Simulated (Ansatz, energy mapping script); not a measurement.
**EuCd2Sb2: J from the energies of magnetic orders**

Aim: the exchange couplings of EuCd2Sb2 from the energies of a few collinear orders, and the ordering temperature that they give.

Main program and level: Ansatz 0.2.0; PBEsol with U = 1.5 eV on Eu f, ortho-atomic projectors; plane waves, U on orthogonalised atomic orbitals unless named otherwise, collinear spin, no spin–orbit coupling.

This is a report of a sequence of runs, with most program output left out.

## Step 1: Set-up

The structure is trigonal, space group P-3m1 (No. 164). The conventional cell has a = 4.744 Å, b = 4.744 Å, c = 7.705 Å, α = 90.00°, β = 90.00°, γ = 120.00°. Eu has 6 Sb at 3.33 Å nearest. Nearest to Cd lie 4 Sb at 2.89 to 3.00 Å. Sb has 4 Cd at 2.89 to 3.00 Å and 3 Eu at 3.33 Å nearest. Farther neighbours are not listed.

The cell comes from a database of computed structures, and need not be the one that the compound takes in experiment.

The U corrects the self-interaction that lets semilocal functionals spread d and f electrons too far. Its value here is typed, not computed.

## Step 2: A first run with parallel moments

One run in the crystal's own cell, under PBEsol with U = 4.8 eV on Eu f, ortho-atomic projectors, shows which elements keep a moment. Transition or f elements with 0.3 μB or more enter the spin model; moments induced on other atoms do not.

input.yaml

```yaml
crystal:
  lattice:
    - [4.743921585, 0.0, 0.0]
    - [-2.371960792, 4.108356606, 0.0]
    - [0.0, 0.0, 7.70451817]
  atoms:
    - { symbol: Eu, position: [0.0, 0.0, 0.0], spin: 7.0 }
    - { symbol: Cd, position: [0.666666667, 0.333333333, 0.36530419] }
    - { symbol: Cd, position: [0.333333333, 0.666666667, 0.63469581] }
    - { symbol: Sb, position: [0.666666667, 0.333333333, 0.75441209] }
    - { symbol: Sb, position: [0.333333333, 0.666666667, 0.24558791] }
magnetization:
  spin_polarized: true
kpoints:
  mp_grid: { grid: [7, 7, 4] }
hamiltonian:
  xc: pbesol
  hubbard:
    sites: [{ species: Eu, l: f, u_eff: 4.8 }]
    projectors: ortho-atomic
scf:
  occupations: { method: fermi_dirac, width: 0.1 }
output:
  eigenvalues: true
```

Launch:

```
ansatz run input.yaml --threads 4 --pin off --max-ram 8192MiB --backend cpu --events-out ev --progress --plain --runs-dir out
```

Run time: 11 s. Hardware: 4 threads of Intel Xeon 6975P-C (Granite Rapids), shared host; peak memory 0.8 GiB; 37 s of CPU time.

Spin moment in the sphere by atom:

```csv
atom,spin moment in the sphere (μB)
Eu1,6.94
Cd2,-0.01
Cd3,-0.01
Sb4,-0.02
Sb5,-0.02
```

The run ends ferromagnetic; Eu carries the moments.

## Step 3: One set of occupation matrices for all orders

A corrected shell can settle in several orbital fillings. One parallel run, with an occupation width a fifth wider than the orders use, therefore is to supply the occupation matrices. All orders start from them.

input.yaml, as its differences from that of step 2:

```diff
@@ -18,6 +18,6 @@
   hubbard:
-    sites: [{ species: Eu, l: f, u_eff: 4.8 }]
+    sites: [{ species: Eu, l: f, u_eff: 1.5 }]
     projectors: ortho-atomic
 scf:
-  occupations: { method: fermi_dirac, width: 0.1 }
+  occupations: { method: fermi_dirac, width: 0.12 }
 output:
```

It took 8.3 s on 4 threads; peak memory 0.85 GiB; 27 s of CPU time.

Read from the output:

```
final state                       : ferromagnetic
electrons in the corrected shells : 6.912 e
largest moment                    : 6.882 μB
```

## Step 4: Order 1: parallel, cell A of 10 atoms

The parallel order is the zero of energy for this cell and mesh.

input.yaml

```yaml
crystal:
  lattice:
    - [-4.743921585, 0.0, 0.0]
    - [1.0e-09, 8.216713212, 0.0]
    - [2.371960792, -4.108356606, -7.70451817]
  atoms:
    - { symbol: Eu, position: [0.0, 0.0, 0.0], spin: 7.0 }
    - { symbol: Eu, position: [0.5, 0.5, 0.0], spin: 7.0 }
    - { symbol: Cd, position: [0.317347904, 0.984014572, 0.63469581] }
    - { symbol: Cd, position: [0.817347905, 0.484014572, 0.63469581] }
    - { symbol: Cd, position: [0.682652096, 0.015985429, 0.36530419] }
    - { symbol: Cd, position: [0.182652095, 0.515985428, 0.36530419] }
    - { symbol: Sb, position: [0.122793954, 0.789460622, 0.24558791] }
    - { symbol: Sb, position: [0.622793955, 0.289460622, 0.24558791] }
    - { symbol: Sb, position: [0.877206045, 0.210539378, 0.75441209] }
    - { symbol: Sb, position: [0.377206045, 0.710539378, 0.75441209] }
magnetization:
  spin_polarized: true
kpoints:
  mp_grid: { grid: [6, 4, 6] }
hamiltonian:
  xc: pbesol
  hubbard:
    sites:
      - { species: Eu, l: f, u_eff: 1.5 }
      - { site: 0, l: f, u_eff: 1.5, starting_ns: [{ spin: up, occupation_matrix: eu1_major }, { spin: down, occupation_matrix: eu1_minor }] }
      - { site: 1, l: f, u_eff: 1.5, starting_ns: [{ spin: up, occupation_matrix: eu1_major }, { spin: down, occupation_matrix: eu1_minor }] }
    projectors: ortho-atomic
    occupation_matrices:
      eu1_major:
        matrix:
          - [0.989, 0.0, 0.0, 0.0, 0.0, 0.0, 0.005]
          - [0.0, 0.986, 0.0, 0.0, -0.005, 0.0, 0.0]
          - [0.0, 0.0, 0.986, -0.005, 0.0, 0.0, 0.0]
          - [0.0, 0.0, -0.005, 0.982, 0.0, 0.0, 0.0]
          - [0.0, -0.005, 0.0, 0.0, 0.982, 0.0, 0.0]
          - [0.0, 0.0, 0.0, 0.0, 0.0, 0.99, 0.0]
          - [0.005, 0.0, 0.0, 0.0, 0.0, 0.0, 0.982]
      eu1_minor:
        matrix:
          - [0.002, 0.0, 0.0, 0.0, 0.0, 0.0, -0.001]
          - [0.0, 0.001, 0.0, 0.0, 0.0, 0.0, 0.0]
          - [0.0, 0.0, 0.001, 0.0, 0.0, 0.0, 0.0]
          - [0.0, 0.0, 0.0, 0.003, 0.0, 0.0, 0.0]
          - [0.0, 0.0, 0.0, 0.0, 0.003, 0.0, 0.0]
          - [0.0, 0.0, 0.0, 0.0, 0.0, 0.001, 0.0]
          - [-0.001, 0.0, 0.0, 0.0, 0.0, 0.0, 0.002]
scf:
  occupations: { method: fermi_dirac, width: 0.1 }
output:
  eigenvalues: true
  write_density: true
  write_potential: true
  elf: true
  volumetric_format: npy
```

Elapsed: 47 s, on 4 threads; peak memory 2.8 GiB.

Spin moment in the sphere by atom:

```csv
atom,spin moment in the sphere (μB)
Eu1,6.89
Eu2,6.89
Cd3,0.00
Cd4,0.00
Cd5,0.00
Cd6,0.00
Sb7,-0.03
Sb8,-0.03
Sb9,-0.03
Sb10,-0.03
```

The run ends ferromagnetic.

Spin density in the ac plane at fractional y = 0.500, with atoms of Eu and Cd within 0.2 Å of it.

Ten even steps from '_' (0 e/Å³) to '@' (15 e/Å³), each cell a mean:
```
__________..++**::__________
____________..______________
____________________________
____________________________
____________________________
____________________________
____________________________
____________________________
____________________________
____________________________
____________________________
____________________________
____________________________
____________________________
____________________________
____________________________
____________________________
____________________________
____________________________
____________________________
____________________________
____________________________
____________..--::__________
__________..**@@==__________
```
Columns run along a (4.7 Å), rows up along c (9.0 Å). Atoms in or near the plane, at fractional coordinates: Eu at (0.50, 0.00), Cd at (0.82, 0.63), Cd at (0.18, 0.37).

ELF in the ac plane at fractional y = 0.500, with atoms of Eu and Cd within 0.2 Å of it. It is the smooth field of the valence electrons, not physical close to the nuclei.

Values, 24 rows by 14 columns, each cell a mean:
```
0.13 0.08 0.06 0.25 0.67 0.75 0.44 0.37 0.71 0.70 0.31 0.07 0.08 0.12
0.15 0.09 0.05 0.19 0.57 0.75 0.77 0.76 0.69 0.41 0.10 0.06 0.12 0.17
0.18 0.11 0.05 0.08 0.28 0.49 0.56 0.48 0.28 0.10 0.06 0.11 0.18 0.21
0.19 0.14 0.08 0.06 0.08 0.12 0.14 0.10 0.07 0.07 0.12 0.18 0.21 0.21
0.20 0.18 0.16 0.14 0.14 0.14 0.14 0.14 0.14 0.16 0.19 0.19 0.20 0.20
0.19 0.20 0.24 0.30 0.35 0.37 0.35 0.31 0.25 0.21 0.20 0.23 0.25 0.23
0.24 0.20 0.28 0.41 0.47 0.48 0.46 0.36 0.24 0.20 0.30 0.42 0.45 0.38
0.29 0.20 0.31 0.45 0.49 0.49 0.46 0.32 0.21 0.29 0.50 0.69 0.69 0.51
0.26 0.21 0.34 0.45 0.48 0.47 0.41 0.26 0.21 0.38 0.63 0.84 0.75 0.50
0.19 0.23 0.34 0.41 0.43 0.41 0.34 0.21 0.21 0.36 0.55 0.63 0.54 0.36
0.18 0.23 0.28 0.30 0.30 0.29 0.25 0.19 0.18 0.25 0.35 0.37 0.30 0.20
0.18 0.18 0.18 0.18 0.18 0.19 0.18 0.17 0.17 0.17 0.18 0.18 0.17 0.17
0.17 0.18 0.23 0.26 0.23 0.18 0.17 0.19 0.22 0.23 0.23 0.23 0.22 0.20
0.20 0.33 0.46 0.50 0.41 0.26 0.18 0.24 0.33 0.37 0.38 0.35 0.29 0.20
0.32 0.53 0.74 0.74 0.51 0.30 0.19 0.30 0.41 0.46 0.46 0.41 0.29 0.19
0.39 0.63 0.82 0.73 0.47 0.26 0.21 0.36 0.47 0.49 0.48 0.41 0.26 0.20
0.36 0.51 0.57 0.49 0.32 0.21 0.26 0.41 0.48 0.50 0.48 0.38 0.25 0.20
0.24 0.32 0.33 0.27 0.20 0.22 0.29 0.39 0.43 0.44 0.41 0.32 0.23 0.19
0.19 0.20 0.20 0.19 0.19 0.20 0.21 0.23 0.24 0.24 0.23 0.21 0.20 0.20
0.20 0.21 0.20 0.18 0.14 0.10 0.08 0.09 0.09 0.08 0.08 0.09 0.14 0.18
0.21 0.21 0.18 0.12 0.06 0.08 0.17 0.30 0.32 0.23 0.10 0.05 0.08 0.15
0.18 0.18 0.12 0.06 0.11 0.35 0.61 0.72 0.72 0.61 0.30 0.07 0.06 0.13
0.15 0.13 0.07 0.07 0.36 0.69 0.74 0.62 0.72 0.75 0.49 0.12 0.06 0.11
0.13 0.09 0.06 0.17 0.61 0.75 0.36 0.05 0.52 0.76 0.49 0.11 0.06 0.10
```
Columns run along a (4.7 Å), rows up along c (9.0 Å). Atoms in or near the plane, at fractional coordinates: Eu at (0.50, 0.00), Cd at (0.82, 0.63), Cd at (0.18, 0.37).

## Step 5: Order 2: compensated +−, cell A of 10 atoms

This order reverses 4 of the 6 neighbours at 4.74 Å, counted for an average magnetic atom.

input.yaml, as its differences from that of step 4:

```diff
@@ -7,3 +7,3 @@
     - { symbol: Eu, position: [0.0, 0.0, 0.0], spin: 7.0 }
-    - { symbol: Eu, position: [0.5, 0.5, 0.0], spin: 7.0 }
+    - { symbol: Eu, position: [0.5, 0.5, 0.0], spin: -7.0 }
     - { symbol: Cd, position: [0.317347904, 0.984014572, 0.63469581] }
@@ -26,3 +26,3 @@
       - { site: 0, l: f, u_eff: 1.5, starting_ns: [{ spin: up, occupation_matrix: eu1_major }, { spin: down, occupation_matrix: eu1_minor }] }
-      - { site: 1, l: f, u_eff: 1.5, starting_ns: [{ spin: up, occupation_matrix: eu1_major }, { spin: down, occupation_matrix: eu1_minor }] }
+      - { site: 1, l: f, u_eff: 1.5, starting_ns: [{ spin: up, occupation_matrix: eu1_minor }, { spin: down, occupation_matrix: eu1_major }] }
     projectors: ortho-atomic
```

The job ended after 56 s (4 threads; peak memory 2.9 GiB).

Spin moment in the sphere by atom:

```csv
atom,spin moment in the sphere (μB)
Eu1,6.89
Eu2,-6.89
Cd3,0.00
Cd4,0.00
Cd5,0.00
Cd6,0.00
Sb7,0.01
Sb8,-0.01
Sb9,0.01
Sb10,-0.01
```

The run ends antiferromagnetic, 6.79 meV a magnetic atom above the parallel order of its cell (energies taken at zero occupation width, not the printed F).

Spin density in the ac plane at fractional y = 0.500, with atoms of Eu and Cd within 0.2 Å of it.

Ten even steps from '_' (-15 e/Å³) to '@' (0 e/Å³), each cell a mean:
```
@@@@@@@@@@%%==--##@@@@@@@@@@
@@@@@@@@@@@@%%@@@@@@@@@@@@@@
@@@@@@@@@@@@@@@@@@@@@@@@@@@@
@@@@@@@@@@@@@@@@@@@@@@@@@@@@
@@@@@@@@@@@@@@@@@@@@@@@@@@@@
@@@@@@@@@@@@@@@@@@@@@@@@@@@@
@@@@@@@@@@@@@@@@@@@@@@@@@@@@
@@@@@@@@@@@@@@@@@@@@@@@@@@@@
@@@@@@@@@@@@@@@@@@@@@@@@@@@@
@@@@@@@@@@@@@@@@@@@@@@@@@@@@
@@@@@@@@@@@@@@@@@@@@@@@@@@@@
@@@@@@@@@@@@@@@@@@@@@@@@@@@@
@@@@@@@@@@@@@@@@@@@@@@@@@@@@
@@@@@@@@@@@@@@@@@@@@@@@@@@@@
@@@@@@@@@@@@@@@@@@@@@@@@@@@@
@@@@@@@@@@@@@@@@@@@@@@@@@@@@
@@@@@@@@@@@@@@@@@@@@@@@@@@@@
@@@@@@@@@@@@@@@@@@@@@@@@@@@@
@@@@@@@@@@@@@@@@@@@@@@@@@@@@
@@@@@@@@@@@@@@@@@@@@@@@@@@@@
@@@@@@@@@@@@@@@@@@@@@@@@@@@@
@@@@@@@@@@@@@@@@@@@@@@@@@@@@
@@@@@@@@@@@@%%**##@@@@@@@@@@
@@@@@@@@@@%%--__++@@@@@@@@@@
```
Columns run along a (4.7 Å), rows up along c (9.0 Å). Atoms in or near the plane, at fractional coordinates: Eu at (0.50, 0.00), Cd at (0.82, 0.63), Cd at (0.18, 0.37).

ELF in the ac plane at fractional y = 0.500, with atoms of Eu and Cd within 0.2 Å of it. It is the smooth field of the valence electrons, not physical close to the nuclei.

Ten even steps from '0' (0.05) to '9' (0.84), each cell a mean:
```
00027844883000
10016899840001
10002565200011
11000010000112
11111111111111
11233333211222
21245553213454
21355553125885
22355542247985
12344432136763
12233321123431
11111111111111
11222111222221
13554212344331
36885313455431
47985223555421
35653124555421
23321234444321
11111122222211
11111000000011
12100013320001
11000378873000
10003887885000
00017830595000
```
Columns run along a (4.7 Å), rows up along c (9.0 Å). Atoms in or near the plane, at fractional coordinates: Eu at (0.50, 0.00), Cd at (0.82, 0.63), Cd at (0.18, 0.37).

## Step 6: The same order with other settings

The input is changed once more, to see how this run answers a poor choice.

input.yaml, as its differences from that of step 5:

```diff
@@ -49,7 +49,6 @@
   occupations: { method: fermi_dirac, width: 0.1 }
+  max_iter: 75
 output:
   eigenvalues: true
-  write_density: true
-  write_potential: true
-  elf: true
-  volumetric_format: npy
+basis:
+  ecutwfc: "40 Ry/bohr"
```

Wall time 0.02 s (4 threads); peak memory 0.031 GiB.

The program refused the input before any cycle.

The program's message: “Error: YAML parse error: error: line 54 column 12: unknown unit factor `Ry/bohr`”

The change that led to it: basis.ecutwfc = "40 Ry/bohr".

## Step 7: Order 3: parallel, cell B of 15 atoms

The parallel order again, as the reference for this cell.

input.yaml

```yaml
crystal:
  lattice:
    - [-4.743921585, 0.0, 0.0]
    - [2.371960792, -4.108356606, -7.70451817]
    - [-1.0e-09, -8.216713212, 7.70451817]
  atoms:
    - { symbol: Eu, position: [0.333333333, 0.666666667, 0.666666667], spin: 7.0 }
    - { symbol: Eu, position: [0.666666667, 0.333333333, 0.333333333], spin: 7.0 }
    - { symbol: Eu, position: [0.0, 0.0, 0.0], spin: 7.0 }
    - { symbol: Cd, position: [0.656009714, 0.312019429, 0.677323619] }
    - { symbol: Cd, position: [0.989343047, 0.978686096, 0.343990286] }
    - { symbol: Cd, position: [0.322676381, 0.645352762, 0.010656952] }
    - { symbol: Cd, position: [0.010656953, 0.021313904, 0.656009714] }
    - { symbol: Cd, position: [0.343990286, 0.687980571, 0.322676381] }
    - { symbol: Cd, position: [0.677323619, 0.354647238, 0.989343048] }
    - { symbol: Sb, position: [0.526307081, 0.052614162, 0.807026252] }
    - { symbol: Sb, position: [0.859640414, 0.719280829, 0.473692919] }
    - { symbol: Sb, position: [0.192973747, 0.385947496, 0.140359586] }
    - { symbol: Sb, position: [0.140359586, 0.280719171, 0.526307081] }
    - { symbol: Sb, position: [0.473692919, 0.947385838, 0.192973748] }
    - { symbol: Sb, position: [0.807026253, 0.614052504, 0.859640414] }
magnetization:
  spin_polarized: true
kpoints:
  mp_grid: { grid: [6, 6, 3] }
hamiltonian:
  xc: pbesol
  hubbard:
    sites:
      - { species: Eu, l: f, u_eff: 1.5 }
      - { site: 0, l: f, u_eff: 1.5, starting_ns: [{ spin: up, occupation_matrix: eu1_major }, { spin: down, occupation_matrix: eu1_minor }] }
      - { site: 1, l: f, u_eff: 1.5, starting_ns: [{ spin: up, occupation_matrix: eu1_major }, { spin: down, occupation_matrix: eu1_minor }] }
      - { site: 2, l: f, u_eff: 1.5, starting_ns: [{ spin: up, occupation_matrix: eu1_major }, { spin: down, occupation_matrix: eu1_minor }] }
    projectors: ortho-atomic
    occupation_matrices:
      eu1_major:
        matrix:
          - [0.989, 0.0, 0.0, 0.0, 0.0, 0.0, 0.005]
          - [0.0, 0.986, 0.0, 0.0, -0.005, 0.0, 0.0]
          - [0.0, 0.0, 0.986, -0.005, 0.0, 0.0, 0.0]
          - [0.0, 0.0, -0.005, 0.982, 0.0, 0.0, 0.0]
          - [0.0, -0.005, 0.0, 0.0, 0.982, 0.0, 0.0]
          - [0.0, 0.0, 0.0, 0.0, 0.0, 0.99, 0.0]
          - [0.005, 0.0, 0.0, 0.0, 0.0, 0.0, 0.982]
      eu1_minor:
        matrix:
          - [0.002, 0.0, 0.0, 0.0, 0.0, 0.0, -0.001]
          - [0.0, 0.001, 0.0, 0.0, 0.0, 0.0, 0.0]
          - [0.0, 0.0, 0.001, 0.0, 0.0, 0.0, 0.0]
          - [0.0, 0.0, 0.0, 0.003, 0.0, 0.0, 0.0]
          - [0.0, 0.0, 0.0, 0.0, 0.003, 0.0, 0.0]
          - [0.0, 0.0, 0.0, 0.0, 0.0, 0.001, 0.0]
          - [-0.001, 0.0, 0.0, 0.0, 0.0, 0.0, 0.002]
scf:
  occupations: { method: fermi_dirac, width: 0.1 }
output:
  eigenvalues: true
```

It took 91 s on 4 threads; peak memory 4.6 GiB; 5.8 min of CPU time.

The run ends ferromagnetic. For each magnetic atom its energy differs from the parallel run of the first cell by 1.46 meV, an error that one common reference would have brought in.

## Step 8: Run 4 (uncompensated ++−; cell B, 15 atoms)

This order reverses 2.67 of the 6 neighbours at 4.74 Å, counted for an average magnetic atom.

input.yaml, as its differences from that of step 7:

```diff
@@ -8,3 +8,3 @@
     - { symbol: Eu, position: [0.666666667, 0.333333333, 0.333333333], spin: 7.0 }
-    - { symbol: Eu, position: [0.0, 0.0, 0.0], spin: 7.0 }
+    - { symbol: Eu, position: [0.0, 0.0, 0.0], spin: -7.0 }
     - { symbol: Cd, position: [0.656009714, 0.312019429, 0.677323619] }
@@ -32,3 +32,3 @@
       - { site: 1, l: f, u_eff: 1.5, starting_ns: [{ spin: up, occupation_matrix: eu1_major }, { spin: down, occupation_matrix: eu1_minor }] }
-      - { site: 2, l: f, u_eff: 1.5, starting_ns: [{ spin: up, occupation_matrix: eu1_major }, { spin: down, occupation_matrix: eu1_minor }] }
+      - { site: 2, l: f, u_eff: 1.5, starting_ns: [{ spin: up, occupation_matrix: eu1_minor }, { spin: down, occupation_matrix: eu1_major }] }
     projectors: ortho-atomic
```

It took 84 s on 4 threads; peak memory 4.7 GiB.

The run ends ferrimagnetic, 4.85 meV a magnetic atom above the parallel order of its cell (energies taken at zero occupation width, not the printed F).

[end of part 1 of 2]

[Logs and program files are shortened in this print: banners, set-up blocks, solver, clock and traceback lines can be left out without a mark of their own.]

[Logs are printed without paths, hosts, clocks, repeated set-up lines and the standing remarks that a program may print on its own settings, such as how far it seeks lower states.]

[Hosts, paths, dates, database ids (printed as entryN), source tags and the programs' standing remarks are cut or masked in the printed files.]

[Where a cell is said to come from a database of computed structures, the database is the Materials Project.]
